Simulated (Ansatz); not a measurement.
# Pd(100) film, 1 layer, flat: channels in plane against thickness

How does quantum confinement change the conductance of Pd(100) film, 1 layer, flat and thicker films?

Program: Ansatz 0.2.0. Level of theory: Ansatz plane-wave DFT, PBE, PAW files; ballistic transport by layer matching (Landauer), zero bias. Results are calculated unless marked as measured.

## 1. The structure

The cell holds 1 atom: 1 Pd. Cell: a = 11.000 Å, b = 2.751 Å, c = 2.751 Å, α = 90.0°, β = 90.0°, γ = 90.0°. It derives from Pd. Vacuum lies along a. The structure's axis is c.

## 2. With 1 layer

Vacuum lies along the first vector, which takes one k-point, and the current runs in the film's plane. One period is a perfect wire, so its channels are the result. Energies from -0.27 to 0.27 eV in steps of 0.036 eV cover the slope of the Fermi function at 300 K, so the program can form a conductance.

Input file input.yaml:

```yaml
crystal:
  lattice:
    - [11.0, 0.0, 0.0]
    - [0.0, 2.7505039575, 0.0]
    - [0.0, 0.0, 2.7505039575]
  atoms:
    - { symbol: Pd, position: [0.4090909091, 0.0, 0.0] }
kpoints:
  mp_grid: { grid: [1, 15, 15] }
hamiltonian:
  xc: pbe
scf:
  occupations: { method: fermi_dirac, width: 0.1 }
output:
  transmission:
    leads: [[0, 0]]
    kmesh: [1, 44]
    e_range: [-0.27, 0.27]
    de: 0.036
```

Run with:

```console
ansatz run input.yaml --threads 4 --pin off --max-ram 8192MiB --backend cpu --events-out ev --progress --plain --runs-dir out
```

Numbers of over 12 decimals in the logs are rounded to 6 here.

Log:

```text
Engine: ansatz 0.2.0, x86_64-unknown-linux-gnu
Pseudopotentials: kind: paw
Pseudopotential: Pd, paw, valence charge 18, recommended cutoff 420 eV (normal), Pd.paw.azcp
Functional definition: PBE
  parameter kappa = 0.804
  parameter beta = 0.066725
  exchange = pbe_x(kappa = kappa, mu = beta*pi^2/3)
  correlation = pbe_c(beta = beta)
Crystal: 1 atoms, lattice volume = 83.218 Å³
Basis set: ecut = 420 eV, 1681 PW (Γ)
Bands: 13, of which v1, the nominal top of the filled ones, is band 9 counted from 1 (8 counted from 0)
Symmetry: 16 space group operations
Space group: P4/mmm (ITA 123), of the structure as read, at distance tolerance 4.4e-5 Å
k-points: 36 of 225
Non-local potential: Pd, projectors of the file, l = 0: 2, l = 1: 2, l = 2: 2, l = 3: 1
PAW form: soft (Blöchl's): semilocal exchange-correlation on the pseudo side does not see the compensation charge
PAW one-centre angular grid: Pd, 590 points (default); XC on 64 Gauss nodes
Initial density: superposition of atomic densities (neutral atoms: chi_scale 0, normalization atom), corrected by the library's trained network
Initial wavefunctions: pseudopotential atomic-orbital guess
Functional: x = pbe(κ = 0.804, μ = 0.219515), c = pbe(β = 0.066725)
SCF iter   1: F=—  HF=-6971.329019 eV  |F-HF|=—  |Δ(HF+E_count)|=         —  Δρ=2.98e-3  dr2=1.98e-3  ethr=1.77e-3  ⟨swp⟩=5.4  Hψ=2618  notcnv=0
preconditioner: auto → LDOS  [metal: Δε(μ)=0.071 eV  Ē_g=7.721 eV  σ=0.100 eV  W_gap=0.17  n_scr=6 (ndim 8)  ℏωp=12.9 eV  f_vac=0.656  D(μ)=2.76/eV (n_scr^D=20)  β→1.0]
SCF iter   2: F=—  HF=-6971.330041 eV  |F-HF|=—  |Δ(HF+E_count)|=   1.02e-3  Δρ=2.98e-3  dr2=2.83e-3  ethr=1.10e-5  ⟨swp⟩=2.0  Hψ=1208  notcnv=0
SCF iter   3: F=—  HF=-6971.329242 eV  |F-HF|=—  |Δ(HF+E_count)|=   7.99e-4  Δρ=1.32e-4  dr2=9.35e-6  ethr=1.10e-5  ⟨swp⟩=2.1  Hψ=762  notcnv=0
SCF iter   4: F=—  HF=-6971.329244 eV  |F-HF|=—  |Δ(HF+E_count)|=   1.97e-6  Δρ=2.19e-5  dr2=2.78e-7  ethr=5.19e-8  ⟨swp⟩=2.4  Hψ=681  notcnv=0
iter 5 did not close the SCF: its close was put off for the readings that it lacked (scf_convergence_deferred on its scf_iter line)
SCF iter   5: F=-6971.329244 eV  HF=-6971.329244 eV  |F-HF|=6.95e-8  |Δ(HF+E_count)|=   2.06e-7  Δρ=1.25e-5  dr2=9.37e-8  ethr=1.54e-9  ⟨swp⟩=2.3  Hψ=729  notcnv=0
SCF iter   6: F=-6971.329244 eV  HF=-6971.329244 eV  |F-HF|=1.25e-9  |Δ(HF+E_count)|=   1.15e-8  Δρ=2.34e-6  dr2=3.94e-9  ethr=5.21e-10  ⟨swp⟩=1.6  Hψ=1480  notcnv=0
SCF 1 converged in 6 iterations: F = -6971.329244 eV  dr2 = 3.94e-9
  greatest PAW one-centre occupation: 0.999 electrons in one spin orbital (limit 2), on the Pd atom at site 0 (counted from 0), in its partial waves of l = 0
transmission: 12 of 92 steps passed
transmission: 20 of 92 steps passed
[...]
transmission: 92 of 92 steps passed
SCF converged after 6 iterations
Free energy (F): -6971.329244 eV
Harris-Foulkes:  -6971.329244 eV  (|F-HF|=1.25e-9)
Internal energy: -6971.235573 eV  (E = F + TS)
E sigma→0 (E₀):  -6971.282409 eV
Entropy (-TS):   -0.093671 eV (-93.671 meV/atom)
Fermi energy:    -1.126936 eV
--- Per-component energies (eV) ---
  E_band       = -492.211683
  E_kinetic    = 512.556035
  E_local      = -7374.477931  (includes V_loc(G=0)·N_el)
  E_nonlocal   = 219.300903
  E_hartree    = 3344.808674
  E_xc         = -165.762198
  E_vxc        = -207.470913  (∫ρ·V_xc dr)
  E_paw        = -3751.712867  (= ΣΔE_a)
  E_vpaw       = -331.741222  (= ΣTr[D̂ρ^β])
  E_aug_tail   = 0.000220  (compensation charges beyond the density's cutoff)
  E_ewald      = 244.051591
  E_smearing   = -0.093671  (= −TS)
  E_closure    = 0.000000  (closes the sum)
  Σ components = -6971.329244   (vs F -6971.329244, Δ=0.00e0)
--- Band table (eV; the first three rows and the last of 36) ---
  k-point 0: bands = [... 5 lower, -4.3278, -2.1466, -1.2977, -1.2977, -0.9424, 1.3316, 4.0912, 6.2221]
  k-point 1: bands = [... 5 lower, -4.2609, -2.1130, -1.4323, -1.2907, -0.9969, 1.5009, 4.1759, 6.3258]
  k-point 2: bands = [... 5 lower, -3.9583, -2.0126, -1.7568, -1.2709, -1.1476, 1.9406, 4.4301, 6.6313]
  k-point 35: bands = [... 5 lower, -2.7010, -2.6895, -1.3298, -0.1486, 5.8067, 6.3684, 10.1839, 10.4590]
--- Transmission ---
  basis      : 265 plane waves across, 4 finite elements along
  points     : 23, standing for a mesh of 1 x 44
  filling    : by the input's occupations and mesh, since the crystals that have channels conduct as metals do. If one of these is a semiconductor, that mesh has misplaced its level
  energies   : 16 from -0.270000 to 0.270000 eV about the Fermi level, 0.036000 eV apart; the leads are filled to 0.000000 eV, and channels, transmission and decay are at 0.018000 eV
  crystal 0  : Pd1, at the sites [0, 0], period 2.7505 Å: whole cells are its period
    offset         : up to 0.0000 Å between an atom of the period and one for which it stands
    filled         : 63.0 meV over the level at which it is neutral
    channels       : 1.250000e0 a spin
    conductance    : 3.6175e14 S/m² at 300 K; may be off by some 0.0 % by where its bands' edges are placed, 2.5 % from the k-mesh, 28.0 % from the distance to neutral
```

It took 45 s on 4 threads of AMD EPYC 9R45, shared host; peak memory 0.77 GiB; 2.7 min of CPU time.

The column dr2 measures how far the density is from self-consistency, as an energy; F and HF (Harris–Foulkes) agree once it is small.

This step gave:

```yaml
free_energy: -6971.3292 eV
energy_at_zero_smearing: -6971.2824 eV
fermi_energy: -1.127 eV
cell_area: 30.26 Å²
estimated_errors_of_the_lead_s_conductance: 0, 2.5, 28 % (band edges, k-mesh, distance from neutral)
lead_conductance_per_cell: 1.413 G₀
```

Per spin. Table of open channels, zone mean, lead by energy, zero at the Fermi level:

```
energy (eV)  open channels, zone mean, lead
     -0.270                            2.27
     -0.234                            2.45
     -0.198                            2.73
     -0.162                            2.43
     -0.126                            2.20
     -0.090                            1.98
     -0.054                            1.80
     -0.018                            1.48
      0.018                            1.25
      0.054                            1.25
      0.090                            1.16
      0.126                            1.16
      0.162                            1.07
      0.198                               1
      0.234                           0.955
      0.270                           0.955
```

The program's largest error estimate for it is 28 %, from the distance from the neutral level.

## 3. With 2 layers, thickness 3.89 A

The film grows to 2 layers.

System of this step: Pd(100) film, 2 layers, flat. The cell holds 2 atoms: 2 Pd. Cell: a = 12.945 Å, b = 2.751 Å, c = 2.751 Å, α = 90.0°, β = 90.0°, γ = 90.0°. It derives from Pd. Vacuum lies along a. The structure's axis is c.

input.yaml, the sections that differ from step 2:

```yaml
crystal:
  lattice:
    - [12.9449, 0.0, 0.0]
    - [0.0, 2.7505039575, 0.0]
    - [0.0, 0.0, 2.7505039575]
  atoms:
    - { symbol: Pd, position: [0.3476272509, 0.0, 0.0] }
    - { symbol: Pd, position: [0.4978717487, 0.5, 0.5] }
# kpoints, hamiltonian, scf, output: as in step 2
```

Log:

```text
[...]
Crystal: 2 atoms, lattice volume = 97.932 Å³
Basis set: ecut = 420 eV, 1943 PW (Γ)
Bands: 22, of which v1, the nominal top of the filled ones, is band 18 counted from 1 (17 counted from 0)
Symmetry: 16 space group operations
[...]
k-points: 36 of 225
[...]
k-point 35: bands = [... 14 lower, 1.9974, 2.0067, 2.9856, 3.0500, 7.7091, 8.2092, 11.5532, 12.4898]
--- Transmission ---
  basis      : 315 plane waves across, 4 finite elements along
  points     : 23, standing for a mesh of 1 x 44
[...]
crystal 0  : Pd2, at the sites [0, 0], period 2.7505 Å: whole cells are its period
[...]
filled         : 20.6 meV over the level at which it is neutral
    channels       : 2.159091e0 a spin
[...]
slowest decay  : 0.0683 /Å at (0.0000, 0.3182)
[key lines of the parts left out:]
SCF converged after 7 iterations
Free energy (F): -13944.321825 eV
Fermi energy:    2.426703 eV
```

Elapsed: 89 s, on 4 threads; peak memory 1 GiB.

This step gave:

```yaml
free_energy: -13944.3218 eV
energy_at_zero_smearing: -13944.2574 eV
fermi_energy: 2.427 eV
cell_area: 35.60 Å²
estimated_errors_of_the_lead_s_conductance: 0, 9.7, 0.1 % (band edges, k-mesh, distance from neutral)
lead_conductance_per_cell: 2.014 G₀
```

Per spin. The open channels, zone mean, lead by energy, zero at the Fermi level:

```
energy (eV)  open channels, zone mean, lead
     -0.270                            2.48
     -0.234                            2.39
     -0.198                            2.30
     -0.162                            2.39
     -0.126                            2.20
     -0.090                            2.07
     -0.054                            1.89
     -0.018                            1.89
      0.018                            2.16
      0.054                            2.11
      0.090                            1.55
      0.126                            1.59
      0.162                            1.59
      0.198                             1.5
      0.234                             1.5
      0.270                            1.55
```

The lead conductance per cell is 2.01 G₀, 43 % over the 1.41 G₀ of the last finished run.

## 4. With 3 layers, thickness 5.835 A

The film grows to 3 layers.

System of this step: Pd(100) film, 3 layers, flat. The cell holds 3 atoms: 3 Pd. Cell: a = 14.890 Å, b = 2.751 Å, c = 2.751 Å, α = 90.0°, β = 90.0°, γ = 90.0°. It derives from Pd. Vacuum lies along a. The structure's axis is c.

input.yaml, the sections that differ from step 3:

```yaml
crystal:
  lattice:
    - [14.8898, 0.0, 0.0]
    - [0.0, 2.7505039575, 0.0]
    - [0.0, 0.0, 2.7505039575]
  atoms:
    - { symbol: Pd, position: [0.3022203119, 0.0, 0.0] }
    - { symbol: Pd, position: [0.4328399307, 0.5, 0.5] }
    - { symbol: Pd, position: [0.5634595495, 0.0, 0.0] }
# kpoints, hamiltonian, scf, output: as in step 3
```

Log:

```text
[...]
Crystal: 3 atoms, lattice volume = 112.645 Å³
Basis set: ecut = 420 eV, 2237 PW (Γ)
Bands: 33, of which v1, the nominal top of the filled ones, is band 27 counted from 1 (26 counted from 0)
Symmetry: 16 space group operations
[...]
k-points: 36 of 225
[...]
k-point 35: bands = [... 23 lower, 4.5000, 4.9777, 5.2399, 5.2825, 9.2785, 9.7614, 12.2003, 12.8288, ... 2 higher]
--- Transmission ---
  basis      : 361 plane waves across, 4 finite elements along
  points     : 23, standing for a mesh of 1 x 44
[...]
crystal 0  : Pd3, at the sites [0, 0], period 2.7505 Å: whole cells are its period
[...]
filled         : 39.2 meV over the level at which it is neutral
    channels       : 2.250000e0 a spin
[...]
[key lines of the parts left out:]
SCF converged after 9 iterations
Free energy (F): -20917.202684 eV
Fermi energy:    4.724086 eV
```

The job ended after 3.1 min (4 threads; peak memory 1.3 GiB; 11 min of CPU time).

Numbers from this step:

| Property | Result |
| --- | --- |
| free energy | -20917.2027 eV |
| energy at zero smearing | -20917.1022 eV |
| Fermi energy | 4.724 eV |
| cell area | 40.95 Å² |
| estimated errors of the lead's conductance | 0, 4.5, 10.1 % (band edges, k-mesh, distance from neutral) |
| lead conductance per cell | 2.447 G₀ |

Per spin. Table of open channels, zone mean, lead by energy, zero at the Fermi level:

```
energy (eV)  open channels, zone mean, lead
     -0.270                            3.57
     -0.234                            3.61
     -0.198                            3.55
     -0.162                            3.68
     -0.126                            3.55
     -0.090                            3.68
     -0.054                            2.64
     -0.018                            2.23
      0.018                            2.25
      0.054                            2.66
      0.090                            2.75
      0.126                            2.25
      0.162                            2.20
      0.198                            2.07
      0.234                            2.07
      0.270                            1.98
```

The lead conductance per cell is 2.45 G₀, 21 % over the 2.01 G₀ of the last finished run.

(Continued in part 2 of 2.)

[Logs are printed without paths, hosts, clocks, repeated set-up lines and the standing remarks that a program may print on its own settings, such as how far it seeks lower states.]

[Hosts, paths, dates, database ids (printed as entryN), source tags and the programs' standing remarks are cut or masked in the printed files.]
